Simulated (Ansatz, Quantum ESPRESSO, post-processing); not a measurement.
# Work function of Pd(100), 5 layers, one monolayer of Cl on top sites, part 4 of 4

Wanted: work functions and the surface dipole of Pd(100), 5 layers, one monolayer of Cl on top sites at several levels, with their cost.

Quantum ESPRESSO 7.5; plane-wave DFT, PBE, GBRV ultrasoft pseudopotentials; geometry and cross-check by Ansatz 0.2.0 with PAW datasets.

So far. Step 5 (Self-consistent run: LDA, GBRV ultrasoft): More iterations help only where the error still falls; otherwise the mixing, the start or the set-up has to change. Step 6 (SCF with pw.x: vdW-DF-cx, GBRV ultrasoft): More iterations help only where the error still falls; otherwise the mixing, the start or the set-up has to change.

**7. Self-consistent run: RPBE, GBRV ultrasoft**

Level of this step: plane-wave DFT, RPBE, GBRV ultrasoft pseudopotentials made under PBE (Quantum ESPRESSO 7.5). input_dft overrides the functional of the files.

Input file gbrv-rpbe.in:

```
&control
  prefix = 'gbrv-rpbe'
  outdir = './out'
  pseudo_dir = './pseudo'
  calculation = 'scf'
  tprnfor = .true.
/
&system
  ibrav = 0
  nat = 6
  ntyp = 2
  ecutwfc = 40
  ecutrho = 200
  input_dft = 'rpbe'
  occupations = 'smearing'
  smearing = 'mv'
  degauss = 0.02
  assume_isolated = 'esm'
  esm_bc = 'bc1'
/
&electrons
  conv_thr = 1e-07
  mixing_beta = 0.4
  electron_maxstep = 120
  mixing_mode = 'local-TF'
/
ATOMIC_SPECIES
  Pd  106.4200  pd_pbe_v1.4.uspp.F.UPF
  Cl  35.4500  cl_pbe_v1.4.uspp.F.UPF
CELL_PARAMETERS angstrom
  2.75064537880000 0.00000000000000 0.00000000000000
  0.00000000000000 2.75064537880000 0.00000000000000
  0.00000000000000 0.00000000000000 26.78000000000000
ATOMIC_POSITIONS crystal
  Pd  0.000000000000 0.000000000000 -0.191394379498
  Pd  0.500000000000 0.500000000000 -0.118765552098
  Pd  0.000000000000 0.000000000000 -0.046136724598
  Pd  0.500000000000 0.500000000000 0.029380600031
  Pd  -0.000000000000 0.000000000000 0.105189582417
  Cl  -0.000000000000 0.000000000000 0.191394379498
K_POINTS automatic
  10 10 1 0 0 0
```

On the command line:

```sh
$ OMP_NUM_THREADS=1 mpirun -n 4 pw.x -nk 4 -in gbrv-rpbe.in > gbrv-rpbe.out
```

Log:

```text
[banner, memory and clock lines left out]
Program PWSCF v.7.5 starts
[citation notice left out]

[...]
Message from routine setup:
[...]
bravais-lattice index     =            0
     lattice parameter (alat)  =       5.1980  a.u.
     unit-cell volume          =    1367.3396 (a.u.)^3
     number of atoms/cell      =            6
     number of atomic types    =            2
     number of electrons       =        87.00
     number of Kohn-Sham states=           53
     kinetic-energy cutoff     =      40.0000  Ry
     charge density cutoff     =     200.0000  Ry
     scf convergence threshold =      1.0E-07
     mixing beta               =       0.4000
     number of iterations used =            8  local-TF  mixing
     Exchange-correlation= RPBE
                           (   1   4  44   4   0   0   0)

     Effective Screening Medium Method
     Boundary Conditions: Vacuum-Slab-Vacuum
     total charge in unit cell        =   0.0000
     grid points for fit at edges     =        4

[...]
PseudoPot. # 1 for Pd read from file:
     ./pseudo/pd_pbe_v1.4.uspp.F.UPF
     Pseudo is Ultrasoft + core correction, Zval = 16.0
     Generated by new atomic code, or converted to UPF format
     Using radial grid of  887 points,  6 beta functions with:
                l(1) =   0
                l(2) =   0
                l(3) =   1
                l(4) =   1
                l(5) =   2
                l(6) =   2
     Q(r) pseudized with  8 coefficients,  rinner =    1.130   1.130   1.130
                                                       1.130   1.130

     PseudoPot. # 2 for Cl read from file:
     ./pseudo/cl_pbe_v1.4.uspp.F.UPF
     Pseudo is Ultrasoft + core correction, Zval =  7.0
     Generated by new atomic code, or converted to UPF format
     Using radial grid of  909 points,  6 beta functions with:
                l(1) =   0
                l(2) =   0
                l(3) =   1
                l(4) =   1
                l(5) =   2
                l(6) =   2
     Q(r) pseudized with  8 coefficients,  rinner =    1.300   1.300   1.300
                                                       1.300   1.300

     atomic species   valence    mass     pseudopotential
     Pd               16.00   106.42000     Pd( 1.00)
     Cl                7.00    35.45000     Cl( 1.00)

      8 Sym. Ops. (no inversion) found

[...]
number of k points=    21  Marzari-Vanderbilt smearing, width (Ry)=  0.0200
[...]
Dense  grid:    65367 G-vectors     FFT dimensions: (  24,  24, 240)

     Smooth grid:    46871 G-vectors     FFT dimensions: (  24,  24, 216)

     Initial potential from superposition of free atoms

     starting charge      84.5000, renormalised to      87.0000

     negative rho (up, down):  4.051E-01 0.000E+00
     Starting wfcs are   64 randomized atomic wfcs

     per-process dynamical memory:    76.7 Mb

     Self-consistent Calculation

     iteration #  1     ecut=    40.00 Ry     beta= 0.40
     Davidson diagonalization with overlap
     c_bands:  1 eigenvalues not converged
     c_bands:  5 eigenvalues not converged
     c_bands:  4 eigenvalues not converged
     c_bands:  4 eigenvalues not converged
     ethr =  1.00E-02,  avg # of iterations = 18.2

     negative rho (up, down):  5.992E-01 0.000E+00

     total energy              =    -973.20630876 Ry
     estimated scf accuracy    <     792.53678677 Ry

     iteration #  2     ecut=    40.00 Ry     beta= 0.40
[...]
c_bands:  4 eigenvalues not converged
[...]
negative rho (up, down):  6.277E-01 0.000E+00

[...]
total energy              =    -859.98059373 Ry
     estimated scf accuracy    <    3082.59509546 Ry

     iteration #  3     ecut=    40.00 Ry     beta= 0.40
[...]
c_bands:  3 eigenvalues not converged
     c_bands:  1 eigenvalues not converged
     c_bands:  2 eigenvalues not converged
[...]
negative rho (up, down):  1.070E+00 0.000E+00

[...]
total energy              =   -1198.56215215 Ry
     estimated scf accuracy    <    2391.58458437 Ry

     iteration #  4     ecut=    40.00 Ry     beta= 0.40
[...]
c_bands:  3 eigenvalues not converged
     c_bands:  3 eigenvalues not converged
[...]
negative rho (up, down):  9.969E-01 0.000E+00

[...]
total energy              =   -1305.91715241 Ry
     estimated scf accuracy    <   12724.50064081 Ry

     iteration #  5     ecut=    40.00 Ry     beta= 0.40
[...]
negative rho (up, down):  1.295E+00 0.000E+00

[...]
total energy              =   -1181.48160439 Ry
     estimated scf accuracy    <   12847.96058607 Ry

     iteration #  6     ecut=    40.00 Ry     beta= 0.40
[...]
negative rho (up, down):  1.621E+00 0.000E+00

[...]
total energy              =   -1167.76354170 Ry
     estimated scf accuracy    <    9109.66463292 Ry

[...]
iteration # 78     ecut=    40.00 Ry     beta= 0.40
[...]
negative rho (up, down):  4.106E-01 0.000E+00

[...]
total energy              =   -1027.01204639 Ry
     estimated scf accuracy    <       0.00000047 Ry

     iteration # 79     ecut=    40.00 Ry     beta= 0.40
[...]
negative rho (up, down):  4.106E-01 0.000E+00

[...]
total energy              =   -1027.01206016 Ry
     estimated scf accuracy    <       0.00000078 Ry

     iteration # 80     ecut=    40.00 Ry     beta= 0.40
[...]
negative rho (up, down):  4.106E-01 0.000E+00

[...]
total energy              =   -1027.01209053 Ry
     estimated scf accuracy    <       0.00000021 Ry

     iteration # 81     ecut=    40.00 Ry     beta= 0.40
[...]
negative rho (up, down):  4.106E-01 0.000E+00

[...]
End of self-consistent calculation

          k = 0.0000 0.0000 0.0000 (  5909 PWs)   bands (ev):

   -55.4590 -55.2574 -55.0788 -55.0557 -55.0557 -55.0469 -55.0469 -54.9787
   -54.9787 -54.9053 -54.9053 -54.9040 -54.5979 -54.5979 -54.5045 -21.7887
   -11.9139 -11.1739 -10.4762 -10.1959 -10.0872  -9.9473  -9.7008  -9.6708
    -9.1506  -8.6255  -8.2332  -7.8022  -7.8022  -7.3933  -7.3933  -6.9889
    -6.7361  -6.6926  -6.6926  -6.5610  -6.2962  -6.0552  -5.9132  -5.9132
    -5.7721  -5.5022  -5.2886  -5.2766  -5.2766  -5.0156  -5.0118  -5.0118
    -2.9956  -0.7600  -0.5060   0.3814   0.8093

          k = 0.0000 0.1000 0.0000 (  5867 PWs)   bands (ev):

   -55.4566 -55.2529 -55.1054 -55.0734 -55.0520 -55.0459 -55.0444 -55.0032
   -54.9781 -54.9250 -54.9051 -54.8999 -54.6180 -54.5965 -54.5026 -21.6837
   -11.6900 -11.0182 -10.3418 -10.0746  -9.9333  -9.8025  -9.5893  -9.4898
    -9.0270  -8.5433  -8.1438  -7.8871  -7.7519  -7.6266  -7.3996  -7.3364
    -6.8880  -6.8230  -6.6116  -6.4841  -6.3569  -6.1933  -6.1735  -6.0543
    -5.7149  -5.6995  -5.6380  -5.5435  -5.3899  -5.1815  -4.9900  -4.2804
    -2.3652  -0.4803  -0.2890   0.6302   1.0015

[...]
the Fermi energy is    -5.2461 ev

!    total energy              =   -1027.01208518 Ry
     estimated scf accuracy    <       0.00000003 Ry
     smearing contrib. (-TS)   =      -0.00001056 Ry
     internal energy E=F+TS    =   -1027.01207461 Ry

     The total energy is F=E-TS. E is the sum of the following terms:
     one-electron contribution =   24383.26833062 Ry
     hartree contribution      =  -12191.75595832 Ry
     xc contribution           =    -166.52779043 Ry
     ewald contribution        =  -13051.99665648 Ry

     convergence has been achieved in  81 iterations

     negative rho (up, down):  4.106E-01 0.000E+00

     Forces acting on atoms (cartesian axes, Ry/au):

     atom    1 type  1   force =     0.00000000    0.00000000   -0.01685865
     atom    2 type  1   force =     0.00000000    0.00000000   -0.00481741
     atom    3 type  1   force =     0.00000000    0.00000000    0.01302789
     atom    4 type  1   force =     0.00000000    0.00000000   -0.00044333
     atom    5 type  1   force =     0.00000000    0.00000000    0.00184706
     atom    6 type  2   force =     0.00000000    0.00000000    0.00748535

     Total force =     0.023169     Total SCF correction =     0.001763

[...]
```

Elapsed: 8.2 min, on 4 MPI ranks of Arm Neoverse V2, shared host; peak memory 0.68 GiB; 33 min of CPU time.

This step gave:

| Property | Result |
| --- | --- |
| free energy | -13973.2113 eV |
| Fermi energy | -5.246 eV |
| vacuum line at the lower end of the cell, over the Fermi level | 4.900 eV |
| vacuum line at the upper end of the cell, over the Fermi level | 5.593 eV |

The potential energy, planar mean oscillates, so the rows of the table below give means over windows of 2.01 Å about each position, cut where the curve ends. Its maxima inside the range that stand out by 2 % of the span (Å: eV): -4.1: -1.48, -2.2: -1.72, -0.2: -0.812, 1.8: -0.864, 4.0: 2.27. Its minima: -5.1: -9.75, -3.1: -9.81, -1.2: -9.88, 0.8: -9.87, 2.8: -9.95, 5.1: -18.0.

Electrostatic potential energy of an electron; zero at the Fermi level. Potential energy, planar mean against z; means over each step:

z (Å), potential energy, planar mean (eV) and a bar from the least value:
```
   -12.39        4.9 ############################
   -10.38        4.9 ############################
    -8.37        4.9 ############################
    -6.36        1.0 ##################
    -4.35       -6.0 #
    -2.34       -6.2 
    -0.33       -5.7 #
     1.68       -5.6 #
     3.69       -3.3 #######
     5.70       -4.6 ####
     7.71        5.6 ##############################
     9.72        5.6 ##############################
    11.73        5.6 ##############################
```

The upper face goes from 5.683 eV (PBE, GBRV) to 5.593 eV, a change of -0.091 eV.

**8. All levels side by side**

All levels:

```csv
level,upper face (eV),lower face (eV),dipole (e Å),CPU time (s)
"QE PBE GBRV, ESM bc1",5.683,5.079,-,1555
"QE RPBE GBRV ultrasoft, ESM bc1",5.593,4.9,-,1979
"Ansatz PBE PAW, sawtooth (time of the whole relaxation)",5.694,5.071,-0.02605,74.01
```

The times are CPU seconds on a shared host; the codes use unlike cutoffs, datasets and smearings, so their times compare unlike work.

**9. SCF with pw.x, with ecutwfc = 26 and ecutrho = 130**

A sensitivity test on the input.

Level of this step: plane-wave DFT, PBE, GBRV ultrasoft pseudopotentials (Quantum ESPRESSO 7.5).

Input file esm.w0.in:

```
&control
  prefix = 'esm.w0'
  outdir = './out'
  pseudo_dir = './pseudo'
  calculation = 'scf'
  tprnfor = .true.
/
&system
  ibrav = 0
  nat = 6
  ntyp = 2
  ecutwfc = 26
  ecutrho = 130
  occupations = 'smearing'
  smearing = 'mv'
  degauss = 0.02
  assume_isolated = 'esm'
  esm_bc = 'bc1'
/
&electrons
  conv_thr = 1e-07
  mixing_beta = 0.4
  electron_maxstep = 120
  mixing_mode = 'local-TF'
/
ATOMIC_SPECIES
  Pd  106.4200  pd_pbe_v1.4.uspp.F.UPF
  Cl  35.4500  cl_pbe_v1.4.uspp.F.UPF
CELL_PARAMETERS angstrom
  2.75064537880000 0.00000000000000 0.00000000000000
  0.00000000000000 2.75064537880000 0.00000000000000
  0.00000000000000 0.00000000000000 26.78000000000000
ATOMIC_POSITIONS crystal
  Pd  0.000000000000 0.000000000000 -0.191394379498
  Pd  0.500000000000 0.500000000000 -0.118765552098
  Pd  0.000000000000 0.000000000000 -0.046136724598
  Pd  0.500000000000 0.500000000000 0.029380600031
  Pd  -0.000000000000 0.000000000000 0.105189582417
  Cl  -0.000000000000 0.000000000000 0.191394379498
K_POINTS automatic
  10 10 1 0 0 0
```

On the command line:

```sh
$ OMP_NUM_THREADS=1 mpirun -n 4 pw.x -nk 4 -in esm.w0.in > esm.w0.out
```

Log:

```text
[banner, memory and clock lines left out]
Program PWSCF v.7.5 starts

          URL

     Message from routine setup:
     using ibrav=0 with symmetry is DISCOURAGED, use correct ibrav instead

     G-vector sticks info

     bravais-lattice index     =            0
     lattice parameter (alat)  =       5.1980  a.u.
     unit-cell volume          =    1367.3396 (a.u.)^3
     number of atoms/cell      =            6
     number of atomic types    =            2
     number of electrons       =        87.00
     number of Kohn-Sham states=           53
     kinetic-energy cutoff     =      26.0000  Ry
     charge density cutoff     =     130.0000  Ry
     scf convergence threshold =      1.0E-07
     mixing beta               =       0.4000
     number of iterations used =            8  local-TF  mixing
     Exchange-correlation=  SLA  PW   PBX  PBC
                           (   1   4   3   4   0   0   0)

     Effective Screening Medium Method
     Boundary Conditions: Vacuum-Slab-Vacuum
     total charge in unit cell        =   0.0000
     grid points for fit at edges     =        4

     celldm(1)=   5.197966  celldm(2)=   0.000000  celldm(3)=   0.000000
     celldm(4)=   0.000000  celldm(5)=   0.000000  celldm(6)=   0.000000

     crystal axes: (cart. coord. in units of alat)
               a(1) = (   1.000000   0.000000   0.000000 )
               a(2) = (   0.000000   1.000000   0.000000 )
               a(3) = (   0.000000   0.000000   9.735897 )

     reciprocal axes: (cart. coord. in units 2 pi/alat)
               b(1) = (  1.000000  0.000000  0.000000 )
               b(2) = (  0.000000  1.000000  0.000000 )
               b(3) = (  0.000000  0.000000  0.102713 )

     PseudoPot. # 1 for Pd read from file:
     ./pseudo/pd_pbe_v1.4.uspp.F.UPF
     Pseudo is Ultrasoft + core correction, Zval = 16.0
     Generated by new atomic code, or converted to UPF format
     Using radial grid of  887 points,  6 beta functions with:
                l(1) =   0
                l(2) =   0
                l(3) =   1
                l(4) =   1
                l(5) =   2
                l(6) =   2
     Q(r) pseudized with  8 coefficients,  rinner =    1.130   1.130   1.130
                                                       1.130   1.130

     PseudoPot. # 2 for Cl read from file:
     ./pseudo/cl_pbe_v1.4.uspp.F.UPF
     Pseudo is Ultrasoft + core correction, Zval =  7.0
     Generated by new atomic code, or converted to UPF format
     Using radial grid of  909 points,  6 beta functions with:
                l(1) =   0
                l(2) =   0
                l(3) =   1
                l(4) =   1
                l(5) =   2
                l(6) =   2
     Q(r) pseudized with  8 coefficients,  rinner =    1.300   1.300   1.300
                                                       1.300   1.300

[...]
estimated scf accuracy    <       6.79410301 Ry

     iteration #112     ecut=    26.00 Ry     beta= 0.40
     Davidson diagonalization with overlap
     ethr =  4.21E-03,  avg # of iterations =  1.0

     negative rho (up, down):  5.957E-01 0.000E+00

     total energy              =   -1026.10871650 Ry
     estimated scf accuracy    <       6.44722479 Ry

     iteration #113     ecut=    26.00 Ry     beta= 0.40
     Davidson diagonalization with overlap
     ethr =  4.21E-03,  avg # of iterations =  1.0

     negative rho (up, down):  6.044E-01 0.000E+00

     total energy              =   -1026.25930569 Ry
     estimated scf accuracy    <       6.76298521 Ry

     iteration #114     ecut=    26.00 Ry     beta= 0.40
     Davidson diagonalization with overlap
     ethr =  4.21E-03,  avg # of iterations =  1.0

     negative rho (up, down):  6.226E-01 0.000E+00

     total energy              =   -1025.42525812 Ry
     estimated scf accuracy    <       5.43979537 Ry

     iteration #115     ecut=    26.00 Ry     beta= 0.40
     Davidson diagonalization with overlap
     ethr =  4.21E-03,  avg # of iterations =  1.9

     negative rho (up, down):  5.463E-01 0.000E+00

     total energy              =   -1024.38097001 Ry
     estimated scf accuracy    <      10.98330665 Ry

     iteration #116     ecut=    26.00 Ry     beta= 0.40
     Davidson diagonalization with overlap
     c_bands:  1 eigenvalues not converged
     ethr =  4.21E-03,  avg # of iterations =  9.8

     negative rho (up, down):  5.352E-01 0.000E+00

     total energy              =   -1026.11301013 Ry
     estimated scf accuracy    <       9.05168393 Ry

     iteration #117     ecut=    26.00 Ry     beta= 0.40
     Davidson diagonalization with overlap
     ethr =  4.21E-03,  avg # of iterations =  1.0

     negative rho (up, down):  5.246E-01 0.000E+00

     total energy              =   -1025.92505578 Ry
     estimated scf accuracy    <      14.89095244 Ry

     iteration #118     ecut=    26.00 Ry     beta= 0.40
     Davidson diagonalization with overlap
     ethr =  4.21E-03,  avg # of iterations =  1.0

     negative rho (up, down):  5.297E-01 0.000E+00

     total energy              =   -1025.83334055 Ry
     estimated scf accuracy    <      18.99473195 Ry

     iteration #119     ecut=    26.00 Ry     beta= 0.40
     Davidson diagonalization with overlap
     ethr =  4.21E-03,  avg # of iterations =  1.0

     negative rho (up, down):  5.349E-01 0.000E+00

     total energy              =   -1025.84384506 Ry
     estimated scf accuracy    <      17.98260236 Ry

     iteration #120     ecut=    26.00 Ry     beta= 0.40
     Davidson diagonalization with overlap
     ethr =  4.21E-03,  avg # of iterations =  1.0

     negative rho (up, down):  5.491E-01 0.000E+00

     total energy              =   -1025.50118740 Ry
     estimated scf accuracy    <      14.71917546 Ry

     End of self-consistent calculation

     convergence NOT achieved after 120 iterations: stopping

     XML data file, charge density

                                        0.00s GPU  (    6985 calls)

Note: The following floating-point exceptions are signalling: IEEE_DIVIDE_BY_ZERO IEEE_UNDERFLOW_FLAG
Note: The following floating-point exceptions are signalling: IEEE_DIVIDE_BY_ZERO IEEE_UNDERFLOW_FLAG
Note: The following floating-point exceptions are signalling: IEEE_DIVIDE_BY_ZERO IEEE_UNDERFLOW_FLAG
Note: The following floating-point exceptions are signalling: IEEE_DIVIDE_BY_ZERO IEEE_UNDERFLOW_FLAG
```

The job ended after 5.5 min (4 MPI ranks; peak memory 0.41 GiB).

The run ended without convergence. The estimated SCF accuracy went from 919 Ry in the first cycle kept to 3.67 Ry at best and 14.7 Ry in the last.

More iterations help only where the error still falls; otherwise the mixing, the start or the set-up has to change.

**10. What came out**

```yaml
covered_face_by_esm: 5.68 eV
covered_face_by_ansatz: 5.69 eV
```

**Reading.** At the first level (PBE, GBRV ultrasoft) the work function comes to 5.68 eV on the upper face and 5.08 eV on the lower. Over the levels tried the upper face spans 5.59 eV (QE RPBE GBRV ultrasoft, ESM bc1) to 5.69 eV (Ansatz PBE PAW, sawtooth). Ansatz ran with Fermi-Dirac smearing of 0.1 eV against cold smearing of 0.02 Ry, which alone can move a level by some tens of meV. With 10×10 points and so few layers the values hold to some 0.05 to 0.1 eV. The slab is cut at a tabulated measured bulk lattice constant, given to two decimals. A full 1×1 monolayer may not be the stable structure at this coverage.

[Logs are printed without paths, hosts, clocks, repeated set-up lines and the standing remarks that a program may print on its own settings, such as how far it seeks lower states.]

[Hosts, paths, dates, database ids (printed as entryN), source tags and the programs' standing remarks are cut or masked in the printed files.]

[Maps of the electrostatic potential energy from Ansatz leave out the sawtooth potential of an applied field or a dipole correction, so their vacuum need not be flat; planar profiles and work functions include it.]
